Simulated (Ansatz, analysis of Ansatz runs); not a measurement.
**Migration in LaS2 (P2_1/c): S_i by the interstitialcy path, charge 0**

Aim: the barrier of one jump in LaS2 (P2_1/c) at charge 0: S_i by the interstitialcy path. The model is a cell of 36 host atoms with 1 S put in; S is the atom that moves.

Calculated with Ansatz 0.2.0; plane-wave PAW DFT, r2SCAN; nudged elastic band between two relaxed defect structures.

This is a report of a sequence of runs, with most program output left out.

## (1) The starting structure

The cell holds 37 atoms: 12 La and 25 S. Cell: a = 8.215 Å, b = 12.448 Å, c = 8.226 Å, α = 90.0°, β = 90.1°, γ = 90.0°. It derives from LaS2 (space group P2_1/c). Nearest the centre at fractional (0.434, 0.750, 0.999): S37 at 1.17 Å, S36 at 1.17 Å, La14 at 2.54 Å, La28 at 2.61 Å, S22 at 2.81 Å, La26 at 2.81 Å, S34 at 2.89 Å, S33 at 3.14 Å.

The cell's shortest repeat is 8.2 Å.

## (2) Relaxation of the start point, charge 0

The ends come first: from an unrelaxed start the top is counted from too high an energy, and the barrier comes out too low. Small random displacements break the symmetry of the ideal sites, so that the defect can distort if it gains by it.

Input file q0.start/input.yaml:

```yaml
crystal:
  lattice:
    - [8.21549913, 0.0, -0.00141922]
    - [0.0, 12.44759763, 0.0]
    - [-0.01047, 0.0, 8.22626608]
  atoms:
    - { symbol: La, position: [0.72317534, 0.09724932, 0.36952092] }
    - { symbol: La, position: [0.27682466, 0.26391599, 0.13047908] }
    - { symbol: La, position: [0.27682466, 0.23608401, 0.63047908] }
    - { symbol: La, position: [0.72317534, 0.06941735, 0.86952092] }
    - { symbol: S, position: [0.00265181, 0.11668148, 0.1045882] }
    - { symbol: S, position: [0.99734819, 0.28334815, 0.3954118] }
    - { symbol: S, position: [0.99734819, 0.21665185, 0.8954118] }
    - { symbol: S, position: [0.00265181, 0.04998518, 0.6045882] }
[... 25 atom lines left out ...]
    - { symbol: S, position: [0.63472317, 0.92158023, 0.1260454] }
    - { symbol: S, position: [0.63472317, 0.9117531, 0.6260454] }
    - { symbol: S, position: [0.36527683, 0.74508643, 0.8739546] }
    - { symbol: S, position: [0.501816, 0.754562, 0.124085] }
basis:
  ecutwfc: 500
  xc_grid: 2
hamiltonian:
  xc: r2scan
kpoints:
  mp_grid: { grid: [1, 1, 1], shift: [0.25, 0.25, 0.25] }
scf:
  occupations: { method: fixed }
  max_iter: 60
output:
  forces: true
relax:
  f_tol: 0.02
  max_steps: 70
  random_displacement: { amplitude: 0.03, seed: 8376 }
```

The run is started by

```console
$ ansatz run input.yaml --threads 4 --pin off --max-ram 7536MiB --backend cpu --events-out ev --progress --plain --runs-dir out
```

It took 3.6 min on 4 threads of Arm Neoverse V1, shared host; peak memory 1.5 GiB.

Step by step (22 of 24):

| step | energy less that of the first step (eV) | largest force component (eV/Å) |
| --- | --- | --- |
| 1 | 0.0000 | 2.8537 |
| 2 | -1.5665 | 3.2343 |
| 3 | -2.5116 | 1.9625 |
| 4 | -2.8993 | 0.9057 |
| 5 | -2.9361 | 1.5255 |
| 6 | -3.1702 | 0.3442 |
| 8 | -3.2169 | 0.4598 |
| 9 | -3.2415 | 0.4546 |
| 10 | -3.3260 | 0.3742 |
| 11 | -3.3597 | 0.6288 |
| 12 | -3.4598 | 0.3932 |
| 13 | -3.5429 | 0.2619 |
| 14 | -3.6407 | 0.5670 |
| 15 | -3.7675 | 0.8001 |
| 16 | -3.9436 | 0.7945 |
| 17 | -4.1156 | 0.3255 |
| 19 | -4.2435 | 0.2713 |
| 20 | -4.2845 | 0.1711 |
| 21 | -4.2910 | 0.2474 |
| 22 | -4.2992 | 0.0264 |
| 23 | -4.2992 | 0.0268 |
| 24 | -4.2995 | 0.0141 |

The atoms that moved most (Å, from the sites as typed, ahead of the random displacement, the mean shift of all atoms taken out):

| atom | dx | dy | dz | length |
| --- | --- | --- | --- | --- |
| S37 | -1.739 | 0.386 | 1.590 | 2.388 |
| S33 | 0.711 | -0.760 | 0.620 | 1.211 |
| La25 | 0.323 | 0.125 | -0.163 | 0.383 |
| La26 | -0.034 | 0.195 | -0.304 | 0.363 |
| S29 | -0.013 | 0.099 | -0.240 | 0.261 |
| S31 | -0.032 | 0.105 | -0.220 | 0.246 |
| La15 | -0.069 | -0.172 | 0.123 | 0.222 |
| S12 | 0.069 | 0.061 | -0.191 | 0.212 |

Final coordinates:

```xyz
37
Lattice="8.2155 0.0000 -0.0014 0.0000 12.4476 0.0000 -0.0105 0.0000 8.2263" Properties=species:S:1:pos:R:3 pbc="T T T"
La    5.9117    1.2410    2.9823
La    2.2878    3.2989    1.0402
La    2.3173    2.9500    5.0674
La    5.9752    0.9093    7.0551
S     0.0283    1.4985    0.7789
S     8.1910    3.5390    3.1978
S     8.2180    2.7463    7.2843
S     0.0492    0.6707    4.9220
S     2.9963    1.1144    2.9734
S     5.2308    3.1715    0.9949
S     5.2411    3.0904    5.0840
S     3.0639    1.0420    6.9940
La    5.9412    5.3698    3.0307
La    2.3693    7.4128    1.0875
La    2.2013    6.9216    5.3055
La    5.9917    5.0081    7.1691
S     0.0746    5.5758    0.8934
S     8.2490    7.5803    3.2230
S     8.2465    6.8323    7.4166
S     0.0192    4.7159    4.9592
S     3.0227    5.1827    3.0782
S     5.2922    7.3432    0.9604
S     5.2729    7.0656    5.2556
S     3.0486    5.0753    7.2257
La    6.2635    9.6390    2.8718
La    2.2424   11.7833    0.7646
La    2.3111   11.1993    5.0321
La    5.8971    9.2045    7.0614
S     0.0106    9.8556    0.6159
S     8.2102   11.9616    3.1572
S     8.1551   11.1055    7.1404
S     0.0596    8.8972    4.9091
S     3.7109    8.6423    3.6912
S     5.2110   11.5192    0.9285
S     5.2448   11.3925    4.9997
S     2.9878    9.3066    7.1597
S     2.3851    9.7840    2.6058
```

Neighbours of S37 at the end:

| atom | distance (Å) |
| --- | --- |
| S33 | 2.059 |
| La26 | 2.722 |
| La27 | 2.810 |
| La14 | 2.816 |
| S29 | 3.099 |
| S30 | 3.280 |
| S18 | 3.282 |
| S32 | 3.391 |

Among the atoms that came to bonding distance: S33–S37 2.06 Å (from 2.34).

Numbers from this step:

| Quantity | Value |
| --- | --- |
| free energy | -97897.3235 eV |
| largest move from the ideal geometry of this structure, a common shift of the far atoms taken out | 2.422 Å |

The relaxation gained 4.300 eV and ended with a largest force component of 0.014 eV/Å.

## (3) Relaxation of the end point, charge 0

The end point is relaxed in the same cell and settings, so that the two energies compare.

Input file q0.end/input.yaml:

```yaml
crystal:
  lattice:
    - [8.21549913, 0.0, -0.00141922]
    - [0.0, 12.44759763, 0.0]
    - [-0.01047, 0.0, 8.22626608]
  atoms:
    - { symbol: La, position: [0.72317534, 0.09724932, 0.36952092] }
    - { symbol: La, position: [0.27682466, 0.26391599, 0.13047908] }
[... 11 atom lines left out ...]
    - { symbol: La, position: [0.27682466, 0.59724932, 0.13047908] }
    - { symbol: La, position: [0.27682466, 0.56941735, 0.63047908] }
[... 6 atom lines left out ...]
    - { symbol: S, position: [0.63472317, 0.5882469, 0.1260454] }
[... 2 atom lines left out ...]
    - { symbol: La, position: [0.72317534, 0.76391599, 0.36952092] }
    - { symbol: La, position: [0.27682466, 0.93058265, 0.13047908] }
    - { symbol: La, position: [0.27682466, 0.90275068, 0.63047908] }
    - { symbol: La, position: [0.72317534, 0.73608401, 0.86952092] }
    - { symbol: S, position: [0.00265181, 0.78334815, 0.1045882] }
[... 3 atom lines left out ...]
    - { symbol: S, position: [0.36527683, 0.75491357, 0.3739546] }
    - { symbol: S, position: [0.63472317, 0.92158023, 0.1260454] }
[... 1 atom line left out ...]
    - { symbol: S, position: [0.096, 0.7166, 0.8608] }
    - { symbol: S, position: [0.365294, 0.745438, -0.125874] }
basis:
  ecutwfc: 500
  xc_grid: 2
hamiltonian:
  xc: r2scan
kpoints:
  mp_grid: { grid: [1, 1, 1], shift: [0.25, 0.25, 0.25] }
scf:
  occupations: { method: fixed }
  max_iter: 60
output:
  forces: true
relax:
  f_tol: 0.02
  max_steps: 70
  random_displacement: { amplitude: 0.03, seed: 8376 }
```

Elapsed: 2.5 min, on 4 threads; peak memory 1.5 GiB; 9.7 min of CPU time.

Relaxation path:

| step | energy less that of the first step (eV) | largest force component (eV/Å) |
| --- | --- | --- |
| 1 | 0.0000 | 4.1105 |
| 2 | -2.4289 | 3.3998 |
| 3 | -3.6705 | 2.3428 |
| 4 | -4.2823 | 1.5959 |
| 5 | -4.7212 | 0.5785 |
| 6 | -4.9605 | 0.4665 |
| 7 | -5.0348 | 0.5488 |
| 8 | -5.2166 | 0.5823 |
| 9 | -5.3002 | 0.6067 |
| 10 | -5.5229 | 0.6838 |
| 11 | -5.7574 | 0.7899 |
| 12 | -5.9984 | 0.5389 |
| 13 | -6.1430 | 0.2384 |
| 14 | -6.1517 | 0.1334 |
| 15 | -6.1552 | 0.0625 |
| 16 | -6.1579 | 0.0136 |
| 17 | -6.1579 | 0.0136 |

The atoms that moved most (Å, from the sites as typed, ahead of the random displacement, the mean shift of all atoms taken out):

| atom | dx | dy | dz | length |
| --- | --- | --- | --- | --- |
| S36 | 1.499 | -0.037 | -0.303 | 1.530 |
| S37 | 0.615 | 0.742 | 0.674 | 1.176 |
| La15 | -0.125 | -0.206 | -0.252 | 0.349 |
| La26 | -0.168 | 0.159 | 0.175 | 0.290 |
| La28 | 0.231 | -0.127 | -0.106 | 0.284 |
| S32 | -0.108 | -0.126 | -0.184 | 0.248 |
| S18 | -0.127 | -0.117 | -0.175 | 0.246 |
| S34 | -0.025 | 0.122 | 0.158 | 0.201 |

Neighbours of S37 at the end:

| atom | distance (Å) |
| --- | --- |
| S36 | 2.059 |
| S34 | 2.713 |
| La26 | 2.801 |
| La28 | 2.859 |
| La27 | 3.173 |
| La14 | 3.204 |
| S22 | 3.407 |
| S35 | 3.420 |

Among the bonds that opened: S36–S19 2.24 to 3.27 Å; S29–S36 2.30 to 3.38 Å; S31–S36 2.25 to 3.28 Å.

This step gave:

```yaml
free_energy: -97897.3200 eV
largest_move_from_the_ideal_geometry_of_this_structure_a_common_shift_of_the_far_atoms_taken_out: 1.595 Å
```

The relaxation gained 6.158 eV and ended with a largest force component of 0.014 eV/Å. The end lies 0.003 eV above the start.

## (4) Nudged elastic band, charge 0

3 movable images are laid between the ends on a pair-potential path, which keeps atoms from colliding in the first guess. Each image feels the true force across the path and a spring force along it. The highest image is set to climb to the top of the path.

This step: plane-wave PAW DFT, r2SCAN; nudged elastic band between two relaxed defect structures.

Input file q0.neb/input.yaml:

```yaml
crystal:
  lattice:
    - [8.21549913, 0.0, -0.00141922]
    - [0.0, 12.44759763, 0.0]
    - [-0.01047, 0.0, 8.22626608]
  atoms:
    - { symbol: La, position: [0.72004253, 0.09969911, 0.36266266] }
    - { symbol: La, position: [0.27863843, 0.26502174, 0.12649944] }
    - { symbol: La, position: [0.28284766, 0.23699233, 0.61605371] }
    - { symbol: La, position: [0.72839944, 0.07304857, 0.85775956] }
    - { symbol: S, position: [0.00356415, 0.12038608, 0.09468102] }
    - { symbol: S, position: [0.99751673, 0.28431077, 0.38890356] }
    - { symbol: S, position: [1.00143245, 0.22062523, 0.88567157] }
    - { symbol: S, position: [0.00674978, 0.05387964, 0.59833099] }
    - { symbol: S, position: [0.36517883, 0.08952544, 0.36151363] }
    - { symbol: S, position: [0.63685445, 0.25478528, 0.12105608] }
    - { symbol: S, position: [0.63873599, 0.24827271, 0.61813263] }
    - { symbol: S, position: [0.37402651, 0.08370863, 0.85027372] }
    - { symbol: La, position: [0.72363924, 0.43139375, 0.36854504] }
    - { symbol: La, position: [0.28856023, 0.59551839, 0.13224562] }
    - { symbol: La, position: [0.26877191, 0.55606253, 0.64499276] }
    - { symbol: La, position: [0.73042374, 0.40233648, 0.87161983] }
    - { symbol: S, position: [0.00921521, 0.44793827, 0.10861034] }
    - { symbol: S, position: [1.00457852, 0.6089809, 0.39196148] }
    - { symbol: S, position: [1.00491941, 0.54888235, 0.90175474] }
    - { symbol: S, position: [0.00310893, 0.37886089, 0.60284683] }
    - { symbol: S, position: [0.36840079, 0.4163581, 0.37425772] }
    - { symbol: S, position: [0.64431632, 0.58993133, 0.11685459] }
    - { symbol: S, position: [0.64264076, 0.56762397, 0.63898641] }
    - { symbol: S, position: [0.37219749, 0.40773089, 0.87842906] }
    - { symbol: La, position: [0.76284739, 0.77436373, 0.34923696] }
    - { symbol: La, position: [0.27306128, 0.94663512, 0.09299425] }
    - { symbol: La, position: [0.28208934, 0.89971967, 0.61175746] }
    - { symbol: La, position: [0.71889157, 0.73946389, 0.8585172] }
    - { symbol: S, position: [0.00138684, 0.79176598, 0.07486429] }
    - { symbol: S, position: [0.99983892, 0.9609567, 0.38396824] }
    - { symbol: S, position: [0.9937552, 0.89217773, 0.8681676] }
    - { symbol: S, position: [0.00801471, 0.71477203, 0.59676002] }
    - { symbol: S, position: [0.45226441, 0.69429462, 0.44878434] }
    - { symbol: S, position: [0.6344385, 0.92541951, 0.11298343] }
    - { symbol: S, position: [0.63917452, 0.9152331, 0.60788684] }
    - { symbol: S, position: [0.36479223, 0.74766621, 0.87040819] }
    - { symbol: S, position: [0.29071526, 0.78601325, 0.31681785] }
basis:
  ecutwfc: 500
  xc_grid: 2
hamiltonian:
  xc: r2scan
kpoints:
  mp_grid: { grid: [1, 1, 1], shift: [0.25, 0.25, 0.25] }
scf:
  occupations: { method: fixed }
  max_iter: 60
output:
  forces: true
neb:
  images: 3
  f_tol: 0.05
  climbing: true
  initial_path: idpp
  max_iterations: 45
  order_check: false
  final_atoms:
    - { symbol: La, position: [0.73000687, 0.10016192, 0.37159647] }
    - { symbol: La, position: [0.28144218, 0.26551259, 0.11706033] }
[... 11 atom lines left out ...]
    - { symbol: La, position: [0.2809699, 0.60253659, 0.11260209] }
    - { symbol: La, position: [0.27233262, 0.5555376, 0.59379446] }
[... 6 atom lines left out ...]
    - { symbol: S, position: [0.63842608, 0.5870707, 0.10874102] }
[... 2 atom lines left out ...]
    - { symbol: La, position: [0.71784726, 0.76285093, 0.35976964] }
    - { symbol: La, position: [0.26721461, 0.94599038, 0.14569483] }
    - { symbol: La, position: [0.28869006, 0.90701765, 0.63383136] }
    - { symbol: La, position: [0.76210649, 0.72852512, 0.85067133] }
    - { symbol: S, position: [0.00727907, 0.7864519, 0.09743877] }
[... 3 atom lines left out ...]
    - { symbol: S, position: [0.36371639, 0.75473685, 0.37182662] }
    - { symbol: S, position: [0.64257283, 0.93408001, 0.13916624] }
[... 1 atom line left out ...]
    - { symbol: S, position: [0.28928364, 0.71625932, 0.81799494] }
    - { symbol: S, position: [0.45110137, 0.80767124, -0.04990637] }
```

It took 8.6 min on 4 threads; peak memory 3.9 GiB.

The path, image by image:

| image | path (Å) | energy (eV) | S37: x, y, z (Å) |
| --- | --- | --- | --- |
| 0 | 0.000 | 0.0000 | 2.385, 9.784, 2.606 |
| 1 | 1.403 | 0.7402 | 3.348, 9.692, 1.877 |
| 2 | 2.796 | 1.1046 | 3.435, 9.530, 0.927 |
| 3 | 3.751 | 0.5092 | 3.689, 9.851, 0.191 |
| 4 | 4.704 | 0.0035 | 3.707, 10.054, -0.411 |

Read from the output:

```
free energy      : -97896.2188 eV
barrier forward  : 1.105 eV
barrier backward : 1.101 eV
end less start   : 0.003505 eV
hop length       : 3.305 Å
```

Track of the atom that was set to move:

| image | x (Å) | y (Å) | z (Å) | nearest neighbour | distance (Å) |
| --- | --- | --- | --- | --- | --- |
| 0 | 2.385 | 9.784 | 2.606 | S | 2.059 |
| 1 | 3.348 | 9.692 | 1.877 | S | 2.023 |
| 2 | 3.435 | 9.53 | 0.927 | S | 2.285 |
| 3 | 3.689 | 9.851 | 0.191 | S | 2.044 |
| 4 | 3.707 | 10.05 | -0.411 | S | 2.059 |

The band met its tolerance of 0.05 eV/Å after 10 iterations, with image 2 on top (the start counts as 0). S37, which moves farthest between the ends, has 1 S at 2.06 Å nearest at the start and 2 S at 2.28 to 2.37 Å and 1 La at 2.62 Å at the top. In at least one step between neighbouring images a covalent bond changes partner or an atom goes far. The images sample such a step coarsely, so the top may lie higher.

## (5) Single point at the start point, r2SCAN, denser k-mesh

Three single points on a mesh of more k-points (start, top, end) test the sampling. The start is shown; top and end are run alike.

This step: plane-wave PAW DFT, r2SCAN; single point of a defect supercell on a structure of the r2SCAN path.

Input file q0.start.mesh/input.yaml:

```yaml
crystal:
  lattice:
    - [8.21549913, 0.0, -0.00141922]
    - [0.0, 12.44759763, 0.0]
    - [-0.01047, 0.0, 8.22626608]
  atoms:
    - { symbol: La, position: [0.72004253, 0.09969911, 0.36266266] }
    - { symbol: La, position: [0.27863843, 0.26502174, 0.12649944] }
[... 11 atom lines left out ...]
    - { symbol: La, position: [0.28856023, 0.59551839, 0.13224562] }
    - { symbol: La, position: [0.26877191, 0.55606253, 0.64499276] }
[... 6 atom lines left out ...]
    - { symbol: S, position: [0.64431632, 0.58993133, 0.11685459] }
[... 2 atom lines left out ...]
    - { symbol: La, position: [0.76284739, 0.77436373, 0.34923696] }
    - { symbol: La, position: [0.27306128, 0.94663512, 0.09299425] }
    - { symbol: La, position: [0.28208934, 0.89971967, 0.61175746] }
    - { symbol: La, position: [0.71889157, 0.73946389, 0.8585172] }
    - { symbol: S, position: [0.00138684, 0.79176598, 0.07486429] }
[... 3 atom lines left out ...]
    - { symbol: S, position: [0.45226441, 0.69429462, 0.44878434] }
    - { symbol: S, position: [0.6344385, 0.92541951, 0.11298343] }
[... 1 atom line left out ...]
    - { symbol: S, position: [0.36479223, 0.74766621, 0.87040819] }
    - { symbol: S, position: [0.29071526, 0.78601325, 0.31681785] }
basis:
  ecutwfc: 500
  xc_grid: 2
hamiltonian:
  xc: r2scan
kpoints:
  mp_grid: { grid: [2, 2, 2], shift: [0.5, 0.5, 0.5] }
scf:
  occupations: { method: fixed }
  max_iter: 60
output:
  forces: true
  eigenvalues: true
checkpoint:
  write: "../q0.start.mesh.run"
  compress: false
  write_wavefunctions: false
  write_every: 100000
```

Elapsed: 49 s, on 4 threads; peak memory 3.9 GiB.

Numbers from this step:

- free energy: -97897.3613 eV

## (6) Barrier from single points, r2SCAN, denser k-mesh

Analysis of the runs above: barrier from r2SCAN single points on the r2SCAN path.

It gives:

| Item | Value |
| --- | --- |
| barrier forward | 1.094 eV |
| barrier backward | 1.093 eV |
| end less start | 5.86e-4 eV |

This gives 1.094 eV against the band's 1.105 eV (backward 1.093 against 1.101 eV). This mesh holds only the band's own point and its sign variants, so it tests the average over those and no finer sampling.

## (7) Band with another choice: loose force tolerance

A loose tolerance shows how early the barrier settles.

This step: plane-wave PAW DFT, r2SCAN; nudged elastic band between two relaxed defect structures.

q0.try0/input.yaml, as its differences from q0.neb/input.yaml of step 4:

```diff
@@ -57,6 +57,6 @@
   images: 3
-  f_tol: 0.05
+  f_tol: 0.15
   climbing: true
   initial_path: idpp
-  max_iterations: 45
+  max_iterations: 30
   order_check: false
```

It took 7.8 min on 4 threads; peak memory 3.9 GiB.

The run converged with other settings, drawn as a test and not checked for convergence; the results below rest on the first set.

What was changed: loose force tolerance.

Its highest image lies 1.11 eV above the start; the sound band gave 1.10 eV.

Here the change did no harm: 1.106 eV against the band's 1.105 eV.

## (8) Summary of results

```json
{
  "barrier forward": "1.10 eV (in doubt, see below)",
  "barrier backward": "1.10 eV",
  "end less start": "0.00 eV",
  "hop length": "3.30 Å",
  "band iterations, as the log counts them": "10",
  "barrier from single points, r2SCAN, denser k-mesh": "1.09 eV (in doubt, see below)"
}
```

The top of the band lies 1.10 eV above the start and 1.10 eV above the end. In at least one step between neighbouring images a covalent bond changes partner or an atom goes far. The images sample such a step coarsely, so the top may lie higher. The order of the top as a saddle was not checked for all atoms, so a bent path could be lower. Keep in mind: one k-point off the zone centre stands for the whole zone; periodic copies of the defect are only 8.2 Å apart; spin–orbit coupling, which can matter with heavy atoms, is left out.

[Logs are printed without paths, hosts, clocks, repeated set-up lines and the standing remarks that a program may print on its own settings, such as how far it seeks lower states.]

[Hosts, paths, dates, database ids (printed as entryN), source tags and the programs' standing remarks are cut or masked in the printed files.]
